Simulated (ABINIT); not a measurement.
# Excitons of Cl (Cmce): kernels and approximations

How far does the k mesh set the exciton binding of Cl (Cmce)?

Calculated with ABINIT 10.8.3; PBE and many-body steps on it, plane waves.

### 1. The starting structure

Symmetry: Cmce, No. 64, orthorhombic system. The conventional cell has a = 6.290 Å, b = 4.500 Å, c = 8.210 Å, α = 90.00°, β = 90.00°, γ = 90.00°. Nearest to Cl lie 1 Cl at 2.02 Å.

The cell and positions come from the Crystallography Open Database and are kept as given unless a step says otherwise.

### 2. Empty states on the mesh, 4×4×2 mesh, 183 bands

This step: ABINIT 10.8.3; DFT, PBE, plane waves, norm-conserving pseudopotentials.

The sums over transitions need many empty states on a uniform mesh; this step solves for them.

Input file run.abi:

```
acell 3*1.0 Angstrom
rprim 
  3.145000000000 -2.250000000000 0.000000000000
  3.145000000000 2.250000000000 0.000000000000
  0.000000000000 0.000000000000 8.210000000000
ntypat 1
znucl 17
natom 4
typat 1 1 1 1
xred 
  0.870000000000 0.130000000000 0.100000000000
  0.630000000000 0.370000000000 0.600000000000
  0.130000000000 0.870000000000 0.900000000000
  0.370000000000 0.630000000000 0.400000000000
pp_dirpath "pseudos"
pseudos "Cl.upf"
ecut 25
ngkpt 4 4 2
nshiftk 1
shiftk 0 0 0
kptopt 1
chksymbreak 0
irdden 1
istwfk *1
nband 183
prtvol 0
optdriver 6
gwr_task "HDIAGO"
paral_kgb 0
occopt 1
indata_prefix "in"
outdata_prefix "out"
tmpdata_prefix "tmp"
```

On the command line:

```
$ OMP_NUM_THREADS=1 mpirun -n 8 abinit run.abi > log
```

What it wrote:

```text
.Version 10.8.3 of ABINIT. v10.8.2 released Aug 2026.

 Symmetries : space group Cm c a (# 64); Bravais oC (1-face-center ortho.)
[... echo of the input left out ...]
== DATASET  1 ==================================================================
-   mpi_nproc: 8, omp_nthreads: 1 (-1 if OMP is not activated)

--- !DatasetInfo
iteration_state: {dtset: 1, }
dimensions: {natom: 4, nkpt: 14, mband: 183, nsppol: 1, nspinor: 1, nspden: 1, mpw: 4726, }
cutoff_energies: {ecut:  25.0, pawecutdg:  -1.0, }
[...]
Indirect band gap semiconductor
 Fundamental gap:     2.469 (eV)
   VBM:    -0.824 (eV) at k: [ 5.0000E-01,  5.0000E-01,  0.0000E+00]
   CBM:     1.645 (eV) at k: [ 0.0000E+00,  0.0000E+00,  0.0000E+00]
 Direct gap:         2.525 (eV) at k: [ 0.0000E+00,  0.0000E+00,  0.0000E+00]

== END DATASET(S) ==============================================================
================================================================================

 -outvars: echo values of variables after computation  --------
           etotal      0.0000000000E+00
            nband         183
             nkpt          14
          spgroup          64
 [... the other variables as echoed above ...]

 Calculation completed.
```

Run time: 2.1 min. Hardware: 8 MPI ranks of Arm Neoverse V2, shared host; peak memory 9.8 GiB.

This step gave:

```yaml
gap: 2.469 eV
k_of_the_valence_top: 0.5, 0.5, 0
k_of_the_conduction_bottom: 0, 0, 0
least_direct_gap: 2.525 eV
k_points_computed: 14
lowest_point_of_the_top_converged_band_above_the_valence_top: 67.9267 eV
```

On this mesh the gap is 2.469 eV.

The density comes from a self-consistent run that is not shown.

### 3. Screening, 4×4×2 mesh, 175 bands, screening to 119.7 eV

The RPA dielectric matrix is built and inverted for each q.

This step: RPA screening on PBE, plane waves, norm-conserving pseudopotentials.

run.abi, as its differences from that of step 2:

```diff
@@ -22,10 +22,11 @@
 chksymbreak 0
-irdden 1
 istwfk *1
-nband 183
-prtvol 0
-optdriver 6
-gwr_task "HDIAGO"
-paral_kgb 0
 occopt 1
+irdwfk 1
+optdriver 3
+nband 175
+ecuteps 4.4
+inclvkb 2
+awtr 1
+symchi 1
 indata_prefix "in"
```

What it wrote:

```text
.Version 10.8.3 of ABINIT. v10.8.2 released Aug 2026.

 Symmetries : space group Cm c a (# 64); Bravais oC (1-face-center ortho.)
[... echo of the input left out ...]
== DATASET  1 ==================================================================
-   mpi_nproc: 8, omp_nthreads: 1 (-1 if OMP is not activated)

--- !DatasetInfo
iteration_state: {dtset: 1, }
dimensions: {natom: 4, nkpt: 14, mband: 175, nsppol: 1, nspinor: 1, nspden: 1, mpw: 4726, }
cutoff_energies: {ecut:  25.0, pawecutdg:  -1.0, }
[...]
--------------------------------------------------------------------------------
[... chi0 elements left out ...]
 For q-point:  0.000010 0.000020 0.000030
  dielectric constant =   2.8168
  dielectric constant without local fields =   3.4609

  Average fulfillment of the sum rule on Im[epsilon] for q-point    1 :     75.56  [%]
[... wings left out ...]
  q-point number  2        q = ( 0.250000, 0.000000, 0.000000) [r.l.u.]
--------------------------------------------------------------------------------
[... chi0 elements left out ...]
  Average fulfillment of the sum rule on Im[epsilon] for q-point    2 :     78.47  [%]

 [... 12 further q-points ...]
```

The job ended after 68 s (8 MPI ranks; peak memory 2.6 GiB).

This step gave:

```
ε∞ with local fields, on this mesh, along the program's q direction : 2.817
the same without local fields                                       : 3.461
plasma frequency                                                    : 18.23 eV
plane waves in the screening matrix                                 : 335
```

Local fields lower ε∞ by 19 %. On a Γ-centred mesh this coarse the value itself is usually too large, while a short band sum pulls it down.

### 4. Self-energy, 4×4×2 mesh, 175 bands, screening to 119.7 eV

The self-energy is evaluated for the states that the input lists, and the levels follow from it, in one-shot runs by the linearised quasiparticle equation.

This step: G0W0 on PBE, plane waves, norm-conserving pseudopotentials.

run.abi, as its differences from that of step 3:

```diff
@@ -25,8 +25,17 @@
 irdwfk 1
-optdriver 3
+optdriver 4
 nband 175
+gwcalctyp 0
+ecutsigx 25
+symsigma 1
+nkptgw 2
+kptgw 
+  0.5000000000 0.5000000000 0.0000000000
+  0.0000000000 0.0000000000 0.0000000000
+bdgw 
+  13 16
+  13 16
 ecuteps 4.4
-inclvkb 2
-awtr 1
-symchi 1
+irdscr 1
+ppmodel 1
 indata_prefix "in"
```

What it wrote:

```text
.Version 10.8.3 of ABINIT. v10.8.2 released Aug 2026.

 Symmetries : space group Cm c a (# 64); Bravais oC (1-face-center ortho.)
[... echo of the input left out ...]
== DATASET  1 ==================================================================
-   mpi_nproc: 8, omp_nthreads: 1 (-1 if OMP is not activated)

--- !DatasetInfo
iteration_state: {dtset: 1, }
dimensions: {natom: 4, nkpt: 14, mband: 175, nsppol: 1, nspinor: 1, nspden: 1, mpw: 4726, }
cutoff_energies: {ecut:  25.0, pawecutdg:  -1.0, }
[...]
Band     E0 <VxcDFT>   SigX SigC(E0)      Z dSigC/dE  Sig(E)    E-E0       E
[...]
15   1.645 -13.980  -8.981  -3.024   0.795  -0.258 -12.410   1.570   3.215
       16   2.208 -14.626  -9.222  -3.210   0.787  -0.270 -12.899   1.728   3.935

== END DATASET(S) ==============================================================
================================================================================

 -outvars: echo values of variables after computation  --------
           etotal      0.0000000000E+00
            nband         175
             nkpt          14
          spgroup          64
 [... the other variables as echoed above ...]

 Calculation completed.
```

Elapsed: 13 s, on 8 MPI ranks; peak memory 2.6 GiB; 1.7 min of CPU time.

Numbers from this step:

- G0W0 gap on the points computed: 5.596 eV
- starting gap on the mesh: 2.469 eV
- k of the valence top: 0.5, 0.5, 0
- k of the conduction bottom: 0, 0, 0
- least direct G0W0 gap on the computed points: 5.647 eV

The gap on the mesh goes from 2.47 eV to 5.60 eV, a correction of +3.13 eV.

The gap opens by 3.127 eV; the next steps shift the empty bands rigidly by 3.127 eV.

### 5. Excitons

Light makes an electron and a hole together. The Bethe-Salpeter equation adds their screened attraction and their exchange, in a window of bands around the gap.

This step: Bethe-Salpeter equation on PBE with a scissors shift, plane waves, norm-conserving pseudopotentials.

run.abi, as its differences from that of step 4:

```diff
@@ -25,17 +25,17 @@
 irdwfk 1
-optdriver 4
-nband 175
-gwcalctyp 0
-ecutsigx 25
-symsigma 1
-nkptgw 2
-kptgw 
-  0.5000000000 0.5000000000 0.0000000000
-  0.0000000000 0.0000000000 0.0000000000
-bdgw 
-  13 16
-  13 16
-ecuteps 4.4
+optdriver 99
+bs_calctype 1
+mbpt_sciss 3.127 eV
+bs_loband 5
+nband 18
+bs_exchange_term 1
+bs_coulomb_term 11
+bs_coupling 0
+bs_algorithm 1
+bs_freq_mesh 0 12 0.1 eV
+zcut 0.15 eV
+ecuteps 4
+ecutwfn 12.5
+inclvkb 2
 irdscr 1
-ppmodel 1
 indata_prefix "in"
```

What it wrote:

```text
.Version 10.8.3 of ABINIT. v10.8.2 released Aug 2026.

 Symmetries : space group Cm c a (# 64); Bravais oC (1-face-center ortho.)
[... echo of the input left out ...]
== DATASET  1 ==================================================================
-   mpi_nproc: 8, omp_nthreads: 1 (-1 if OMP is not activated)

--- !DatasetInfo
iteration_state: {dtset: 1, }
dimensions: {natom: 4, nkpt: 14, mband: 18, nsppol: 1, nspinor: 1, nspden: 1, mpw: 1671, }
cutoff_energies: {ecut:  12.5, pawecutdg:  -1.0, }
electrons: {nelect:   2.80000000E+01, charge:   0.00000000E+00, occopt:   1.00000000E+00, tsmear:   1.00000000E-02, }

 Exciton: Calculation of dielectric properties by solving the Bethe-Salpeter equation
 in frequency domain and reciprocal space on a transitions basis set.
 Based on a program developed by L. Reining, V. Olevano, F. Sottile,
 S. Albrecht, and G. Onida. Incorporated in ABINIT by M. Giantomassi.

.Using double precision arithmetic ; gwpc =  8

[... cell and pseudopotentials left out ...]
--------------------------------------------------------------------------------

 ==== K-mesh for the wavefunctions ====
 Number of points in the irreducible wedge :    14
[... list of points left out ...]
 Together with  8 symmetry operations and time-reversal symmetry
 yields    32 points in the full Brillouin Zone.

 ==== Q-mesh for the screening function ====
 Number of points in the irreducible wedge :    14
[... list of points left out ...]
 Together with  8 symmetry operations and time-reversal symmetry
 yields    32 points in the full Brillouin Zone.

 vcoul_init : cutoff-mode = AUXILIARY_FUNCTION
 q-points for optical limit:   1
     1)      0.000010    0.000020    0.000030
 setmesh: FFT mesh size selected  =    20x   20x   40
          total number of points  =        16000

 ==== Fundamental parameters for the solution of the Bethe-Salpeter equation: ====
 Algorithm: Direct diagonalization.
 Dimension of the v, W matrices,  npweps  = 299
 Cutoff for the wavefunctions,    npwwfn  = 1671
 Number of k-points in the IBZ,   nkibz   = 14
 Highest empty band included,     nband   = 18
 === Spin UP ===
 Number of resonant transitions          1280
 Lowest occupied state                   5
 Highest occupied state                  14
 Lowest unoccupied state                 15
 Highest unoccupied state                18
 Minimum frequency [eV]           Emin    =   0.00
 Maximum frequency [eV]           Emax    =  12.00
 Frequency step [eV]              dE      =   0.10
 Lorentzian broadening [eV]       eta     =   0.15
 RPA L0 with KS energies and KS wavefunctions
 Scissors operator energy [eV] =          3.13
 Local fields effects (v term) included
 Excitonic effects (W term) included
 Full W_GG' included
 W is read from an external SCR file
 Resonant-only calculation (Hermitian case)

 Calculating epsilon_Macro(q-->0,w), along the following directions:
 q = (  1.100729  0.000000  0.000000) [r.l.u.]
 q = (  0.000000  1.100729  0.000000) [r.l.u.]
 q = (  0.000000  0.000000  2.469233) [r.l.u.]
 q = (  0.945888  0.945888  0.000000) [r.l.u.]
 q = ( -0.676708  0.676708  0.000000) [r.l.u.]
 q = (  0.000000  0.000000  2.469233) [r.l.u.]
 Number of electrons calculated from density =   27.9938; Expected =   28.0000
 average of density, n =  0.035702
 r_s =    1.8840
 omega_plasma =   18.2264 [eV]

. Writing resonant excitonic Hamiltonian on file out_BSR; file size=   0.01 [Gb].
 Direct diagonalization of the resonant excitonic Hamiltonian, Matrix size= 1280
. Using LAPACK sequential version.
 Excitonic eigenvalues in eV up to n=   32
   3.37559   3.38470   3.55199   3.64268   4.65915   4.69353   4.73964   4.74424
   4.75261   4.78825   4.79734   4.82656   4.83530   4.84071   4.85814   4.88262
   4.89056   4.89704   4.91577   4.91649   4.93563   4.94773   4.95102   4.95178
   4.95813   4.96312   4.96494   4.97692   4.97787   4.98259   4.99527   4.99944

 First excitonic eigenvalue=    3.38 [eV]
 Last  excitonic eigenvalue=   16.94 [eV]

 GW  direct gap       5.65  0.00 [eV]
 EXC direct gap       3.38  0.00 [eV]
 EXC binding energy   2.28  0.00 [eV]

 Excitonic eigenvalues up to the GW energy gap [eV]
  1 (  3.38  0.00)
  2 (  3.38  0.00)
  3 (  3.55  0.00)
  4 (  3.64  0.00)
  5 (  4.66  0.00)
  6 (  4.69  0.00)
[...]
218 (  5.64  0.00)
219 (  5.64  0.00)
220 (  5.65  0.00)

 Macroscopic dielectric function:
 omega [eV] <KS_RPA_nlf>  <GW_RPA_nlf>  <BSE>
   0.0000   2.8187   0.0000   2.1146   0.0000   2.2159   0.0000
   0.1000   2.8198   0.0033   2.1148   0.0005   2.2161   0.0008
   0.2000   2.8230   0.0066   2.1153   0.0010   2.2169   0.0016
   0.3000   2.8285   0.0099   2.1162   0.0015   2.2183   0.0025
   0.4000   2.8362   0.0134   2.1173   0.0020   2.2202   0.0033
   0.5000   2.8463   0.0171   2.1188   0.0025   2.2227   0.0042
   0.6000   2.8588   0.0210   2.1207   0.0031   2.2257   0.0050
   0.7000   2.8741   0.0252   2.1229   0.0036   2.2294   0.0059
   0.8000   2.8921   0.0297   2.1255   0.0041   2.2336   0.0068
   0.9000   2.9133   0.0347   2.1284   0.0047   2.2384   0.0078

 Writing KS-RPA macroscopic dielectric function without local fields to file: out_RPA_NLF_MDF
 Writing GW-RPA macroscopic dielectric function without local fields to file: out_GW_NLF_MDF
 Writing EXC Macroscopic dielectric function to file: out_EXC_MDF

== END DATASET(S) ==============================================================
================================================================================

 -outvars: echo values of variables after computation  --------
           etotal      0.0000000000E+00
            nband          18
             nkpt          14
          spgroup          64
 [... the other variables as echoed above ...]

 Calculation completed.
```

It took 28 s on 8 MPI ranks; peak memory 1.3 GiB.

This step gave:

```
direct gap of the transition levels                            : 5.652 eV
transitions in the window                                      : 1280
first strong exciton (over a fiftieth of the strongest listed) : 4.659 eV
lowest state                                                   : 3.376 eV
binding of the lowest state below the direct gap               : 2.276 eV
Coulomb term of one mesh cell                                  : 0.9371 eV
```

The lowest state lies at 3.376 eV, 2.276 eV under the direct gap.

Lines within 3 meV are set at the lowest of them, and the highest group, which the list may cut short, is left out. Lines of the exciton spectrum (strongest = 100):

| position (eV) | oscillator strength, relative |
| --- | --- |
| 3.376 | 0.2 |
| 3.385 | 0.1 |
| 3.552 | 0.0 |
| 3.643 | 0.1 |
| 4.659 | 3.9 |
| 4.694 | 0.1 |
| 4.740 | 0.3 |
| 4.744 | 0.2 |
| 4.753 | 0.3 |
| 4.788 | 1.2 |
| 4.797 | 1.9 |
| 4.827 | 100 |
| 4.835 | 12 |
| 4.841 | 32 |
| 4.858 | 55 |

The ε₂ has structure finer than the step of the table below, so its rows give means over 0.5 eV, whole bins alone (the curve runs from 0 to 11.9 eV). Peaks (eV: height): BSE 4.90: 4.76, 7.20: 1.45; no electron-hole interaction 6.00: 3.87, 8.70: 1.44, 10.80: 7.49; Kohn-Sham, no shift 2.90: 3.77, 5.30: 1.46, 7.70: 7.58, 10.40: 1.67.

Mean over the three Cartesian directions of q; broadening 0.15 eV; transition window only. Limits: finite bands, cutoff and mesh; coarse k mesh. ε₂ against photon energy; means over each step:

| photon energy (eV) | BSE | no electron-hole interaction | Kohn-Sham, no shift |
| --- | --- | --- | --- |
| 0.5 | 0.00403 | 0.00242 | 0.0166 |
| 1.0 | 0.00851 | 0.00502 | 0.0393 |
| 1.5 | 0.0140 | 0.00795 | 0.0818 |
| 2.0 | 0.0214 | 0.0115 | 0.208 |
| 2.5 | 0.0328 | 0.0160 | 1.27 |
| 3.0 | 0.0534 | 0.0222 | 3.43 |
| 3.5 | 0.0982 | 0.0317 | 1.71 |
| 4.0 | 0.224 | 0.0476 | 0.355 |
| 4.5 | 1.28 | 0.0795 | 0.242 |
| 5.0 | 3.92 | 0.167 | 0.783 |
| 5.5 | 1.75 | 0.719 | 1.40 |
| 6.0 | 0.379 | 3.24 | 1.05 |
| 6.5 | 0.233 | 2.33 | 0.529 |
| 7.0 | 0.892 | 0.512 | 1.34 |
| 7.5 | 0.992 | 0.233 | 4.73 |
| 8.0 | 0.653 | 0.551 | 3.77 |
| 8.5 | 0.334 | 1.37 | 1.44 |
| 9.0 | 0.421 | 1.19 | 1.38 |
| 9.5 | 0.485 | 0.615 | 1.37 |
| 10.0 | 0.763 | 0.930 | 0.889 |
| 10.5 | 1.52 | 3.53 | 1.40 |
| 11.0 | 1.99 | 4.96 | 1.14 |
| 11.5 | 2.63 | 1.69 | 0.858 |

### 6. Triplet (no exchange term)

run.abi, as its differences from that of step 5:

```diff
@@ -28,5 +28,5 @@
 mbpt_sciss 3.127 eV
-bs_loband 5
-nband 18
-bs_exchange_term 1
+bs_loband 7
+nband 16
+bs_exchange_term 0
 bs_coulomb_term 11
@@ -34,3 +34,3 @@
 bs_algorithm 1
-bs_freq_mesh 0 12 0.1 eV
+bs_freq_mesh 0 10 0.1 eV
 zcut 0.15 eV
```

What it wrote:

```text
.Version 10.8.3 of ABINIT. v10.8.2 released Aug 2026.

 Symmetries : space group Cm c a (# 64); Bravais oC (1-face-center ortho.)
[... echo of the input left out ...]
== DATASET  1 ==================================================================
-   mpi_nproc: 8, omp_nthreads: 1 (-1 if OMP is not activated)

--- !DatasetInfo
iteration_state: {dtset: 1, }
dimensions: {natom: 4, nkpt: 14, mband: 16, nsppol: 1, nspinor: 1, nspden: 1, mpw: 1671, }
cutoff_energies: {ecut:  12.5, pawecutdg:  -1.0, }
electrons: {nelect:   2.80000000E+01, charge:   0.00000000E+00, occopt:   1.00000000E+00, tsmear:   1.00000000E-02, }

 Exciton: Calculation of dielectric properties by solving the Bethe-Salpeter equation
 in frequency domain and reciprocal space on a transitions basis set.
 Based on a program developed by L. Reining, V. Olevano, F. Sottile,
 S. Albrecht, and G. Onida. Incorporated in ABINIT by M. Giantomassi.

.Using double precision arithmetic ; gwpc =  8

[... cell and pseudopotentials left out ...]
--------------------------------------------------------------------------------

 ==== K-mesh for the wavefunctions ====
 Number of points in the irreducible wedge :    14
[... list of points left out ...]
 Together with  8 symmetry operations and time-reversal symmetry
 yields    32 points in the full Brillouin Zone.

 ==== Q-mesh for the screening function ====
 Number of points in the irreducible wedge :    14
[... list of points left out ...]
 Together with  8 symmetry operations and time-reversal symmetry
 yields    32 points in the full Brillouin Zone.

 vcoul_init : cutoff-mode = AUXILIARY_FUNCTION
 q-points for optical limit:   1
     1)      0.000010    0.000020    0.000030
 setmesh: FFT mesh size selected  =    20x   20x   40
[...]
average of density, n =  0.035702
 r_s =    1.8840
 omega_plasma =   18.2264 [eV]

. Writing resonant excitonic Hamiltonian on file out_BSR; file size=   0.00 [Gb].
 Direct diagonalization of the resonant excitonic Hamiltonian, Matrix size= 512
. Using LAPACK sequential version.
 Excitonic eigenvalues in eV up to n=   32
   2.59648   2.60952   2.80669   2.83030   4.64324   4.65905   4.67813   4.68520
   4.71982   4.75635   4.75941   4.77026   4.78924   4.79499   4.80027   4.82002
   4.82887   4.84739   4.85706   4.86406   4.89395   4.89885   4.91277   4.92639
   4.94611   4.94846   4.95357   4.96046   4.96446   4.96915   4.98312   4.98557

 First excitonic eigenvalue=    2.60 [eV]
 Last  excitonic eigenvalue=    8.89 [eV]

 GW  direct gap       5.65  0.00 [eV]
 EXC direct gap       2.60  0.00 [eV]
 EXC binding energy   3.06  0.00 [eV]

 Excitonic eigenvalues up to the GW energy gap [eV]
  1 (  2.60  0.00)
  2 (  2.61  0.00)
  3 (  2.81  0.00)
[...]
223 (  5.64  0.00)
224 (  5.65  0.00)

 Macroscopic dielectric function:
 omega [eV] <KS_RPA_nlf>  <GW_RPA_nlf>  <BSE>
   0.0000   2.0343   0.0000   1.5416   0.0000   1.6754   0.0000
   0.1000   2.0352   0.0029   1.5418   0.0004   1.6757   0.0007
   0.2000   2.0381   0.0059   1.5421   0.0007   1.6764   0.0015
[...]
0.8000   2.1004   0.0269   1.5497   0.0031   1.6914   0.0062
   0.9000   2.1196   0.0315   1.5519   0.0035   1.6958   0.0070

 Writing KS-RPA macroscopic dielectric function without local fields to file: out_RPA_NLF_MDF
 Writing GW-RPA macroscopic dielectric function without local fields to file: out_GW_NLF_MDF
 Writing EXC Macroscopic dielectric function to file: out_EXC_MDF

== END DATASET(S) ==============================================================
================================================================================

 -outvars: echo values of variables after computation  --------
           etotal      0.0000000000E+00
            nband          16
             nkpt          14
          spgroup          64
 [... the other variables as echoed above ...]

 Calculation completed.
```

Wall time 6.5 s (8 MPI ranks); peak memory 1.1 GiB.

The lowest triplet lies at 2.596 eV; without spin-orbit coupling triplets are dark, so no spectrum is read.

(Part 1 of 3 ends here.)

[Paths, hosts, dates, memory and timing lines, banners, echoed tables and standing remarks are left out of the program output.]

[Logs are printed without paths, hosts, clocks, repeated set-up lines and the standing remarks that a program may print on its own settings, such as how far it seeks lower states.]

[Runs of the session that timed out or met a known fault of the program may be left out.]

[Hosts, paths, dates, database ids (printed as entryN), source tags and the programs' standing remarks are cut or masked in the printed files.]

[G0W0 gaps are taken among the corrected bands and points alone; a level outside them can change the order at an edge.]

[Where Ansatz stands beside ABINIT at settings called matched, ABINIT's density can come from a denser mesh and the files from another edition; pairs whose starting gaps differed by over 0.03 eV were left out, so agreement reads better than it is.]
